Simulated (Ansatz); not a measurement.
## Phonons of BPtW in the AlB2 type

Question: is the lattice of BPtW in the AlB2 type stable, and if so, what are its coupling constant and resistivity?

Program: Ansatz 0.2.0. Level of theory: DFT PBE, scalar-relativistic, plane waves, PAW; PAW set soft_1. Results are calculated unless marked as measured.

The structure was built from a prototype and need not be the compound's stable phase.

## Step 1: The structure

Symmetry: P-6m2, No. 187, hexagonal system. The conventional cell has a = 3.465 Å, b = 3.465 Å, c = 3.638 Å, α = 90.00°, β = 90.00°, γ = 120.00°. Nearest to W lie 6 B at 2.70 Å and 6 Pt at 2.70 Å. Nearest to B lie 3 Pt at 2.00 Å and 6 W at 2.70 Å. Pt has 3 B at 2.00 Å and 6 W at 2.70 Å nearest. Farther neighbours are not listed.

Coordinates:

```cif
data_structure
_symmetry_space_group_name_H-M 'P 1'
_symmetry_Int_Tables_number 1
_cell_length_a 3.4652
_cell_length_b 3.4652
_cell_length_c 3.6385
_cell_angle_alpha 90.000
_cell_angle_beta 90.000
_cell_angle_gamma 120.000
_cell_volume 37.84
loop_
_atom_site_label
_atom_site_type_symbol
_atom_site_fract_x
_atom_site_fract_y
_atom_site_fract_z
_atom_site_occupancy
W1 W 0.00000 0.00000 0.00000 1
B2 B 0.33333 0.66667 0.50000 1
Pt3 Pt 0.66667 0.33333 0.50000 1
```

## Step 2: Rough relaxation

The start is far from rest, so a relaxation with loose thresholds does the first part.

File input.yaml:

```yaml
crystal:
  lattice:
    - [3.46521, 0.0, 0.0]
    - [-1.73261, 3.00096, 0.0]
    - [0.0, 0.0, 3.63847]
  atoms:
    - { symbol: W, position: [0.0, 0.0, 0.0] }
    - { symbol: B, position: [0.33333333, 0.66666667, 0.5] }
    - { symbol: Pt, position: [0.66666667, 0.33333333, 0.5] }
kpoints:
  mp_grid: { grid: [6, 6, 6] }
hamiltonian:
  xc: pbe
  pseudopotentials: { kind: paw, azcp: { folder: soft_1 } }
scf:
  occupations: { method: gaussian, width: 0.1 }
output:
  forces: true
  stress: true
  eigenvalues: true
relax:
  adjacent_minimum: "off"
  f_tol: 0.05
  max_steps: 80
  cell: { stress_tol: 0.5 }
```

Command:

```sh
$ ansatz run input.yaml --threads 4 --pin off --max-ram 12288MiB --backend cpu --events-out ev --progress --plain --runs-dir out
```

Numbers of over 12 decimals in the logs are rounded to 6 here.

Output:

```text
The last accepted step is kept in <dir> (removed where the run ends without a failure and the disk answers)
Engine: ansatz 0.2.0, x86_64-unknown-linux-gnu
Pseudopotentials: kind: paw
Pseudopotential: W, paw, valence charge 14, recommended cutoff 420 eV (normal), soft_1/W.paw.azcp
Pseudopotential: B, paw, valence charge 3, recommended cutoff 420 eV (normal), soft_1/B.paw.azcp
Pseudopotential: Pt, paw, valence charge 18, recommended cutoff 420 eV (normal), soft_1/Pt.paw.azcp
Functional definition: PBE
  parameter kappa = 0.804
  parameter beta = 0.066725
  exchange = pbe_x(kappa = kappa, mu = beta*pi^2/3)
  correlation = pbe_c(beta = beta)
Crystal: 3 atoms, lattice volume = 37.836 Å³
Basis set: ecut = 420 eV, 751 PW (Γ), exchange–correlation on 48×48×50 points (8 copies of the dense FFT grid, shifted against one another)
Bands: 22, of which v1, the nominal top of the filled ones, is band 18 counted from 1 (17 counted from 0)
Symmetry: 12 space group operations
Space group: P-6m2 (ITA 187), of the structure as read, at distance tolerance 3.4e-5 Å
k-points: 28 of 216 (time reversal used)
Non-local potential: W, projectors of the file, l = 0: 3, l = 1: 2, l = 2: 2, l = 3: 1
Non-local potential: B, projectors of the file, l = 0: 2, l = 1: 2, l = 2: 1
Non-local potential: Pt, projectors of the file, l = 0: 3, l = 1: 2, l = 2: 2, l = 3: 1
PAW form: soft (Blöchl's): semilocal exchange-correlation on the pseudo side does not see the compensation charge
PAW one-centre angular grid: W, 590 points (default); XC on 64 Gauss nodes
PAW one-centre angular grid: B, 110 points (default); XC on 64 Gauss nodes
PAW one-centre angular grid: Pt, 590 points (default); XC on 64 Gauss nodes
Initial density: superposition of atomic densities (chi_scale 0.1, normalization cell, long waves kept (reshape's long-wave potential 0.00 eV rms))
Initial wavefunctions: pseudopotential atomic-orbital guess
Functional: x = pbe(κ = 0.804, μ = 0.219515), c = pbe(β = 0.066725)
SCF iter   1: F=—  HF=-23067.491366 eV  |F-HF|=—  |Δ(HF+E_count)|=         —  Δρ=1.27e-1  dr2=7.97e0  ethr=3.10e-3  ⟨swp⟩=4.2  Hψ=2302  notcnv=0
preconditioner: auto → none  [metal: Δε(μ)=0.026 eV  Ē_g=7.885 eV  σ=0.100 eV  W_gap=0.15  n_scr=8 (ndim 8)  ℏωp=26.3 eV  f_vac=0.000  D(μ)=3.53/eV (n_scr^D=52)  sad-step TF]
SCF iter   2: F=—  HF=-23066.221699 eV  |F-HF|=—  |Δ(HF+E_count)|=    1.27e0  Δρ=7.63e-2  dr2=3.11e0  ethr=3.10e-3  ⟨swp⟩=2.0  Hψ=1115  notcnv=0  defer=3
SCF iter   3: F=—  HF=-23065.420816 eV  |F-HF|=—  |Δ(HF+E_count)|=   8.01e-1  Δρ=6.42e-3  dr2=1.70e-2  ethr=3.10e-3  ⟨swp⟩=2.7  Hψ=1025  notcnv=0  defer=3
SCF iter   4: F=—  HF=-23065.420325 eV  |F-HF|=—  |Δ(HF+E_count)|=   4.91e-4  Δρ=1.72e-3  dr2=5.38e-4  ethr=4.87e-5  ⟨swp⟩=2.6  Hψ=1202  notcnv=0  defer=3
SCF iter   5: F=—  HF=-23065.420594 eV  |F-HF|=—  |Δ(HF+E_count)|=   2.69e-4  Δρ=4.35e-4  dr2=9.85e-5  ethr=1.54e-6  ⟨swp⟩=2.0  Hψ=1029  notcnv=0  defer=3
SCF iter   6: F=—  HF=-23065.420574 eV  |F-HF|=—  |Δ(HF+E_count)|=   1.95e-5  Δρ=1.06e-4  dr2=6.67e-6  ethr=2.82e-7  ⟨swp⟩=2.2  Hψ=867  notcnv=0  defer=3
SCF iter   7: F=—  HF=-23065.420573 eV  |F-HF|=—  |Δ(HF+E_count)|=   9.61e-7  Δρ=3.46e-5  dr2=4.87e-7  ethr=1.91e-8  ⟨swp⟩=2.4  Hψ=916  notcnv=0  defer=3
SCF iter   8: F=-23065.420573 eV  HF=-23065.420573 eV  |F-HF|=2.22e-10  |Δ(HF+E_count)|=   6.19e-8  Δρ=3.96e-6  dr2=3.19e-9  ethr=2.86e-10  ⟨swp⟩=4.5  Hψ=2039  notcnv=0
the search or the solves at the SCF's close seem to have found levels that the self-consistency loop had missed (the run counts 1). By its estimate they hold under 1e-12 electrons; where the run keeps them, the occupations were computed again with them
SCF 1 converged in 8 iterations: F = -23065.420573 eV  dr2 = 3.19e-9
  greatest PAW one-centre occupation: 1.000 electrons in one spin orbital (limit 2), on the Pt atom at site 2 (counted from 0), in its partial waves of l = 0
relax step   1: F+E_penalty+E_count = -23065.42057323 eV  Δ(F+E_penalty+E_count) = +0.000e0 eV  max|allowed force component| = 1.974e-16 eV/Å  Δτ_max = 0.0000 Å  P = +21.294 GPa  Ω = 37.836 Å³  (8 SCF iters, dr2 threshold 1.00e-7 eV, accepted)
Crystal: 3 atoms, lattice volume = 42.485 Å³
Basis set: ecut = 420 eV, 811 PW (Γ), exchange–correlation on 48×48×50 points (8 copies of the dense FFT grid, shifted against one another)
Initial density: handed on by an earlier stage of this run
Initial wavefunctions: those handed on with the density
iter 1 solved again at ethr=6.71e-4 eV; its pass at ethr=3.10e-3 eV (dr2=2.35e-1 eV) is discarded
SCF iter   1: F=—  HF=-23065.553400 eV  |F-HF|=—  |Δ(HF+E_count)|=         —  Δρ=1.90e-2  dr2=2.39e-1  ethr=6.71e-4  ⟨swp⟩=1.0  Hψ=3124  notcnv=0
preconditioner: auto → Kerker (q_TF=auto, 2.642 Å⁻¹)  [metal: Δε(μ)=0.063 eV  Ē_g=6.979 eV  σ=0.100 eV  W_gap=0.32  n_scr=20 (ndim 8)  ℏωp=24.8 eV  f_vac=0.000  D(μ)=2.60/eV (n_scr^D=22)]
SCF iter   2: F=—  HF=-23065.511061 eV  |F-HF|=—  |Δ(HF+E_count)|=   4.23e-2  Δρ=9.89e-3  dr2=6.25e-2  ethr=6.71e-4  ⟨swp⟩=1.9  Hψ=711  notcnv=0
SCF iter   3: F=—  HF=-23065.495413 eV  |F-HF|=—  |Δ(HF+E_count)|=   1.56e-2  Δρ=1.36e-3  dr2=8.19e-4  ethr=1.78e-4  ⟨swp⟩=2.0  Hψ=991  notcnv=0
SCF iter   4: F=—  HF=-23065.495204 eV  |F-HF|=—  |Δ(HF+E_count)|=   2.09e-4  Δρ=2.29e-4  dr2=2.77e-5  ethr=2.34e-6  ⟨swp⟩=2.1  Hψ=1161  notcnv=0
SCF iter   5: F=—  HF=-23065.495201 eV  |F-HF|=—  |Δ(HF+E_count)|=   3.40e-6  Δρ=7.26e-5  dr2=2.32e-6  ethr=7.92e-8  ⟨swp⟩=2.1  Hψ=852  notcnv=0
SCF iter   6: F=-23065.495200 eV  HF=-23065.495200 eV  |F-HF|=2.91e-8  |Δ(HF+E_count)|=   6.25e-7  Δρ=1.30e-5  dr2=8.20e-8  ethr=8.57e-10  ⟨swp⟩=5.2  Hψ=2480  notcnv=0
SCF 2 converged in 6 iterations: F = -23065.495200 eV  dr2 = 8.20e-8
relax step   2: F+E_penalty+E_count = -23065.49520015 eV  Δ(F+E_penalty+E_count) = -7.463e-2 eV  max|allowed force component| = 7.401e-17 eV/Å  Δτ_max = 0.0000 Å  P = -11.112 GPa  Ω = 42.485 Å³  energy of the carried Pulay correction = -3.589e-3 eV  (6 SCF iters, dr2 threshold 3.00e-7 eV, accepted)
Crystal: 3 atoms, lattice volume = 40.503 Å³
Basis set: ecut = 420 eV, 763 PW (Γ), exchange–correlation on 48×48×50 points (8 copies of the dense FFT grid, shifted against one another)
iter 1 solved again at ethr=6.57e-5 eV; its pass at ethr=3.10e-3 eV (dr2=2.30e-2 eV) is discarded
SCF iter   1: F=—  HF=-23065.628031 eV  |F-HF|=—  |Δ(HF+E_count)|=         —  Δρ=6.95e-3  dr2=2.23e-2  ethr=6.57e-5  ⟨swp⟩=1.2  Hψ=3185  notcnv=0
preconditioner: auto → Kerker (q_TF=auto, 2.663 Å⁻¹)  [metal: Δε(μ)=0.041 eV  Ē_g=7.209 eV  σ=0.100 eV  W_gap=0.22  n_scr=20 (ndim 8)  ℏωp=25.4 eV  f_vac=0.000  D(μ)=3.67/eV (n_scr^D=52)]
SCF iter   2: F=—  HF=-23065.624798 eV  |F-HF|=—  |Δ(HF+E_count)|=   3.23e-3  Δρ=3.84e-3  dr2=6.31e-3  ethr=6.38e-5  ⟨swp⟩=1.2  Hψ=623  notcnv=0
SCF iter   3: F=—  HF=-23065.623622 eV  |F-HF|=—  |Δ(HF+E_count)|=   1.18e-3  Δρ=5.26e-4  dr2=9.59e-5  ethr=1.80e-5  ⟨swp⟩=2.0  Hψ=849  notcnv=0
SCF iter   4: F=—  HF=-23065.623619 eV  |F-HF|=—  |Δ(HF+E_count)|=   2.54e-6  Δρ=8.51e-5  dr2=2.50e-6  ethr=2.74e-7  ⟨swp⟩=2.2  Hψ=924  notcnv=0
SCF iter   5: F=—  HF=-23065.623619 eV  |F-HF|=—  |Δ(HF+E_count)|=   4.75e-8  Δρ=2.49e-5  dr2=3.61e-7  ethr=7.14e-9  ⟨swp⟩=2.2  Hψ=949  notcnv=0
SCF iter   6: F=-23065.623619 eV  HF=-23065.623619 eV  |F-HF|=5.37e-9  |Δ(HF+E_count)|=   5.44e-8  Δρ=5.22e-6  dr2=1.30e-8  ethr=8.57e-10  ⟨swp⟩=4.3  Hψ=2014  notcnv=0
the search or the solves at the SCF's close seem to have found levels that the self-consistency loop had missed (the run counts 1). By its estimate they hold under 1e-12 electrons; where the run keeps them, the occupations were computed again with them
SCF 3 converged in 6 iterations: F = -23065.623619 eV  dr2 = 1.30e-8
relax step   3: F+E_penalty+E_count = -23065.62361918 eV  Δ(F+E_penalty+E_count) = -1.284e-1 eV  max|allowed force component| = 8.635e-17 eV/Å  Δτ_max = 0.0000 Å  P = -0.864 GPa  Ω = 40.503 Å³  energy of the carried Pulay correction = -2.145e-3 eV  (6 SCF iters, dr2 threshold 3.00e-7 eV, accepted)
[...]
relax step   4: F+E_penalty+E_count = -23065.70140507 eV  Δ(F+E_penalty+E_count) = -7.779e-2 eV  max|allowed force component| = 1.110e-16 eV/Å  Δτ_max = 0.0000 Å  P = +4.986 GPa  Ω = 39.347 Å³  energy of the carried Pulay correction = -1.302e-3 eV  (6 SCF iters, dr2 threshold 3.00e-7 eV, accepted)
[...]
relax step   5: F+E_penalty+E_count = -23065.79893573 eV  Δ(F+E_penalty+E_count) = -9.753e-2 eV  max|allowed force component| = 1.480e-16 eV/Å  Δτ_max = 0.0000 Å  P = +4.593 GPa  Ω = 38.964 Å³  energy of the carried Pulay correction = -1.066e-3 eV  (6 SCF iters, dr2 threshold 3.00e-7 eV, accepted)
[...]
relax step   6: F+E_penalty+E_count = -23065.84928295 eV  Δ(F+E_penalty+E_count) = -5.035e-2 eV  max|allowed force component| = 7.401e-17 eV/Å  Δτ_max = 0.0000 Å  P = +2.311 GPa  Ω = 38.812 Å³  energy of the carried Pulay correction = -1.016e-3 eV  (6 SCF iters, dr2 threshold 3.00e-7 eV, accepted)
[...]
relax step   7: F+E_penalty+E_count = -23065.85271519 eV  Δ(F+E_penalty+E_count) = -3.432e-3 eV  max|allowed force component| = 1.295e-16 eV/Å  Δτ_max = 0.0000 Å  P = -0.701 GPa  Ω = 39.257 Å³  energy of the carried Pulay correction = -1.363e-3 eV  (6 SCF iters, dr2 threshold 3.00e-7 eV, accepted)
[...]
relax step   8: F+E_penalty+E_count = -23065.85332463 eV  Δ(F+E_penalty+E_count) = -6.094e-4 eV  max|allowed force component| = 9.869e-17 eV/Å  Δτ_max = 0.0000 Å  P = +0.073 GPa  Ω = 39.174 Å³  energy of the carried Pulay correction = -1.293e-3 eV  (6 SCF iters, dr2 threshold 3.00e-7 eV, accepted)
Basis set: ecut = 420 eV, 767 PW (Γ), exchange–correlation on 54×54×48 points (8 copies of the dense FFT grid, shifted against one another)
Initial wavefunctions: pseudopotential atomic-orbital guess (no wavefunctions were taken with the density)
iter 1 solved again at ethr=1.16e-7 eV; its pass at ethr=3.10e-3 eV (dr2=4.07e-5 eV) is discarded
SCF iter   1: F=—  HF=-23065.857725 eV  |F-HF|=—  |Δ(HF+E_count)|=         —  Δρ=1.48e-3  dr2=2.78e-5  ethr=1.16e-7  ⟨swp⟩=3.0  Hψ=3940  notcnv=0
preconditioner: auto → none  [insulator: Δε(μ)=0.217 eV  Ē_g=7.301 eV  σ=0.100 eV  W_gap=0.83  n_scr=8 (ndim 8)  ℏωp=25.9 eV  f_vac=0.000  D(μ)=0.53/eV (n_scr^D=0)  ε∞_Penn≈13.5]
SCF iter   2: F=—  HF=-23065.858511 eV  |F-HF|=—  |Δ(HF+E_count)|=   7.86e-4  Δρ=7.36e-4  dr2=6.52e-6  ethr=7.94e-8  ⟨swp⟩=1.0  Hψ=616  notcnv=0
SCF iter   3: F=—  HF=-23065.858777 eV  |F-HF|=—  |Δ(HF+E_count)|=   2.66e-4  Δρ=2.22e-5  dr2=3.38e-8  ethr=1.86e-8  ⟨swp⟩=1.2  Hψ=674  notcnv=0
SCF iter   4: F=—  HF=-23065.858781 eV  |F-HF|=—  |Δ(HF+E_count)|=   4.12e-6  Δρ=2.28e-6  dr2=1.01e-9  ethr=9.64e-11  ⟨swp⟩=2.0  Hψ=908  notcnv=0
iter 5 did not close the SCF: its close was put off for the readings that it lacked (scf_convergence_deferred on its scf_iter line)
SCF iter   5: F=-23065.858781 eV  HF=-23065.858781 eV  |F-HF|=7.28e-12  |Δ(HF+E_count)|=  5.02e-10  Δρ=5.08e-7  dr2=4.47e-11  ethr=2.88e-12  ⟨swp⟩=2.0  Hψ=873  notcnv=0
SCF iter   6: F=-23065.858781 eV  HF=-23065.858781 eV  |F-HF|=0.00e0  |Δ(HF+E_count)|=  1.46e-11  Δρ=1.03e-7  dr2=1.79e-12  ethr=1.00e-12  ⟨swp⟩=2.0  Hψ=1683  notcnv=0
SCF 9 converged in 6 iterations: F = -23065.858781 eV  dr2 = 1.79e-12
relax step   9: F+E_penalty+E_count = -23065.85878134 eV  Δ(F+E_penalty+E_count) = -5.457e-3 eV  max|allowed force component| = 1.049e-16 eV/Å  Δτ_max = 0.0000 Å  P = +0.181 GPa  Ω = 39.174 Å³  stress off target by 2.23e-1 GPa  SCF on the basis re-selected at this cell (its energy is not comparable with the rows above)  (6 SCF iters)
basis re-selected at this cell: Δ(F+E_penalty+E_count) = -5.457e-3 eV, ΔP = +0.108 GPa vs the last step (what re-selecting the basis moved, of the pressure what is left beyond the Pulay correction that the steps carried, after the strain that the cell walked since its last selection, with what the two solves' SCF thresholds leave and, on support functions, any second-order correction that the steps lacked; it is no measure of the basis error at this ecutwfc). The dense FFT grid was sized anew with the basis: this SCF ran on 27×27×24 points, the steps before it on 24×24×25, so part of this shift can come from that change (see relax.cell in the input reference). [rest of the remark cut]
SCF converged after 6 iterations
Free energy (F): -23065.858781 eV
Harris-Foulkes:  -23065.858781 eV  (|F-HF|=0.00e0)
Internal energy: -23065.856106 eV  (E = F + TS)
E sigma→0 (E₀):  -23065.857444 eV
Entropy (-TS):   -0.002675 eV (-0.892 meV/atom)
Fermi energy:    20.333239 eV
--- Per-component energies (eV) ---
  E_band       = -281.769188
  E_kinetic    = 1062.154989
  E_local      = -2443.441243  (includes V_loc(G=0)·N_el)
  E_nonlocal   = 185.604193
  E_hartree    = 968.380867
  E_xc         = -531.996107
  E_vxc        = -540.455253  (∫ρ·V_xc dr)
  E_paw        = -18139.414676  (= ΣΔE_a)
  E_vpaw       = -482.394770  (= ΣTr[D̂ρ^β])
  E_aug_tail   = 0.001201  (compensation charges beyond the density's cutoff)
  E_ewald      = -4167.145331
  E_smearing   = -0.002675  (= −TS)
  E_closure    = -0.000000  (closes the sum)
  Σ components = -23065.858781   (vs F -23065.858781, Δ=0.00e0)
--- Forces (eV/Å), atoms counted from 1 ---
  atom   1  W     -0.00000000     0.00000000     0.00000000
  atom   2  B     -0.00000000    -0.00000000     0.00000000
  atom   3  Pt     0.00000000    -0.00000000    -0.00000000
  max |Σ_I F_I| component: 2.04e-16 eV/Å
--- Stress (GPa, compression-positive) ---
        0.223487       0.000000      -0.000000
        0.000000       0.223487       0.000000
       -0.000000       0.000000       0.096154
  P = ⅓ Tr σ = 0.1810 GPa (1.810 kbar)
--- Band table (eV; the first three rows and the last of 28) ---
  k-point 0: bands = [... 14 lower, 18.3917, 18.3917, 18.6980, 21.6689, 21.6689, 21.6808, 25.0108, 26.7340]
  k-point 1: bands = [... 14 lower, 18.7314, 18.7314, 19.1846, 20.6449, 22.0196, 22.0196, 24.9516, 26.3744]
  k-point 2: bands = [... 14 lower, 18.8138, 19.9084, 19.9084, 21.5182, 22.3004, 22.3004, 24.5985, 25.2576]
  k-point 27: bands = [... 14 lower, 17.8739, 17.9719, 18.3920, 18.4001, 22.4200, 23.7765, 24.4743, 24.7105]
--- Relaxed structure (8 steps of the walk, 8 accepted, 1 SCFs on fresh bases) ---
  F+E_penalty+E_count = -23065.85878134 eV   max|allowed force component| = 1.049e-16 eV/Å   (the final SCF, on the basis selected at the relaxed cell)
  cell:  # Å, volume = 39.1738 Å³
    - [3.781005, 3.1498292236573384e-6, 0.0]
    - [-1.890505, 3.274444, 0.0]
    - [0.0, 0.0, 3.164100]
  atoms:
    - { symbol: W, position: [0, 0, 0.0] }
    - { symbol: B, position: [0.333333, 0.666667, 0.5] }
    - { symbol: Pt, position: [0.666667, 0.333333, 0.5] }
```

The job ended after 5.7 s (4 threads of AMD EPYC 7B13 (Zen 3), shared host; peak memory 0.43 GiB).

Step by step:

| step | energy less that of the first step (eV) | largest force component (eV/Å) | pressure (GPa) | volume (Å³) |
| --- | --- | --- | --- | --- |
| 1 | 0.0000 | 0.0000 | 21.29 | 37.84 |
| 2 | -0.0746 | 0.0000 | -11.11 | 42.48 |
| 3 | -0.2030 | 0.0000 | -0.86 | 40.50 |
| 4 | -0.2808 | 0.0000 | 4.99 | 39.35 |
| 5 | -0.3784 | 0.0000 | 4.59 | 38.96 |
| 6 | -0.4287 | 0.0000 | 2.31 | 38.81 |
| 7 | -0.4321 | 0.0000 | -0.70 | 39.26 |
| 8 | -0.4328 | 0.0000 | 0.07 | 39.17 |
| 9* | -0.4382 | 0.0000 | 0.18 | 39.17 |

Relaxation steps marked * repeat the geometry before them on a plane-wave basis chosen anew for their cell, so energy and pressure can jump there.

Forces are held to the 12 operations that the run works with; a distortion that breaks them can't arise in this run.

| cell as run | before | after | change |
| --- | --- | --- | --- |
| a (Å) | 3.465 | 3.781 | +9.1 % |
| b (Å) | 3.465 | 3.781 | +9.1 % |
| c (Å) | 3.638 | 3.164 | -13.0 % |
| volume (Å³/atom) | 12.61 | 13.06 | +3.5 % |

The relaxed structure:

```
W B Pt
1.0
     3.78100    0.00000    0.00000
    -1.89050    3.27444    0.00000
     0.00000    0.00000    3.16410
W B Pt
1 1 1
Direct
  0.00000 0.00000 0.00000
  0.33333 0.66667 0.50000
  0.66667 0.33333 0.50000
```

Numbers from this step:

```yaml
pressure: 0.1810 GPa
volume_per_atom: 13.06 Å³/atom
metallic_on_mesh: yes
gap_on_the_k_mesh: 0 eV
```

The largest force is now zero by symmetry and the largest stress component 0.22 GPa.

## Step 3: Relaxing cell and atoms

Lattice constant and positions set the bands and the force constants, so the cell is relaxed first.

input.yaml, the sections that differ from step 2:

```yaml
crystal:
  lattice:
    - [3.7810045331, 3.1498e-06, 0.0]
    - [-1.8905049944, 3.2744444026, 0.0]
    - [0.0, 0.0, 3.1641004144]
  atoms:
    - { symbol: W, position: [0.0, 0.0, 0.0] }
    - { symbol: B, position: [0.3333333333, 0.6666666667, 0.5] }
    - { symbol: Pt, position: [0.6666666667, 0.3333333333, 0.5] }
kpoints:
  mp_grid: { grid: [9, 9, 10] }
relax:
  adjacent_minimum: "off"
  f_tol: 0.005
  max_steps: 80
  cell: { stress_tol: 0.05 }
# hamiltonian, scf, output: as in step 2
```

Output:

```text
[the first part of the log is left out]
  E_vxc        = -540.411708  (∫ρ·V_xc dr)
  E_paw        = -18139.449264  (= ΣΔE_a)
  E_vpaw       = -482.443172  (= ΣTr[D̂ρ^β])
  E_aug_tail   = 0.001216  (compensation charges beyond the density's cutoff)
  E_ewald      = -4167.982072
  E_smearing   = -0.010599  (= −TS)
  E_closure    = 0.000000  (closes the sum)
  Σ components = -23065.849513   (vs F -23065.849513, Δ=0.00e0)
[...]
--- Stress (GPa, compression-positive) ---
        0.006922      -0.000000       0.000000
       -0.000000       0.006922       0.000000
        0.000000       0.000000      -0.013644
  P = ⅓ Tr σ = 0.0001 GPa (0.001 kbar)
--- Band table (eV; the first three rows and the last of 72) ---
[...]
--- Relaxed structure (6 steps of the walk, 5 accepted, 1 SCFs on fresh bases) ---
[...]
cell:  # Å, volume = 39.1015 Å³
    - [3.814637, 3.1778426868967423e-6, 0.0]
    - [-1.907321, 3.303571, 0.0]
    - [0.0, 0.0, 3.102822]
  atoms:
    - { symbol: W, position: [0, 0, 0.0] }
    - { symbol: B, position: [0.333333, 0.666667, 0.5] }
    - { symbol: Pt, position: [0.666667, 0.333333, 0.5] }
```

Wall time 9.2 s (4 threads); peak memory 0.49 GiB.

Relaxation path:

```
step  energy less that of the first step (eV)  largest force component (eV/Å)  pressure (GPa)  volume (Å³)
   1                                   0.0000                          0.0000            0.45        39.17
   2                                  -0.0044                          0.0000            0.96        39.02
   3                                  -0.0029                          0.0000           -2.31        39.40
   4                                  -0.0055                          0.0000            0.04        39.11
   5                                  -0.0056                          0.0000           -0.02        39.11
   6                                  -0.0056                          0.0000            0.00        39.10
   7                                  -0.0056                          0.0000            0.00        39.10
```

The log counts 1 steps on a newly chosen plane-wave basis, not all of them marked here; energy and pressure can jump at such steps. Relaxation step 3 was tried and not accepted.

| conventional cell, symmetrised | before | after | change |
| --- | --- | --- | --- |
| a (Å) | 3.781 | 3.815 | +0.9 % |
| b (Å) | 3.781 | 3.815 | +0.9 % |
| c (Å) | 3.164 | 3.103 | -1.9 % |
| volume (Å³/atom) | 13.06 | 13.03 | -0.2 % |

The relaxed structure:

```xyz
3
Lattice="3.8146 0.0000 0.0000 -1.9073 3.3036 0.0000 0.0000 0.0000 3.1028" Properties=species:S:1:pos:R:3 pbc="T T T"
W     0.0000    0.0000    0.0000
B     0.0000    2.2024    1.5514
Pt    1.9073    1.1012    1.5514
```

Numbers from this step:

| Item | Value |
| --- | --- |
| pressure | 6.62e-5 GPa |
| volume per atom | 13.03 Å³/atom |

The largest force is now zero by symmetry and the largest stress component 0.014 GPa.

(Continued in part 2 of 3.)

[Logs are printed without paths, hosts, clocks, repeated set-up lines and the standing remarks that a program may print on its own settings, such as how far it seeks lower states.]

[Hosts, paths, dates, database ids (printed as entryN), source tags and the programs' standing remarks are cut or masked in the printed files.]
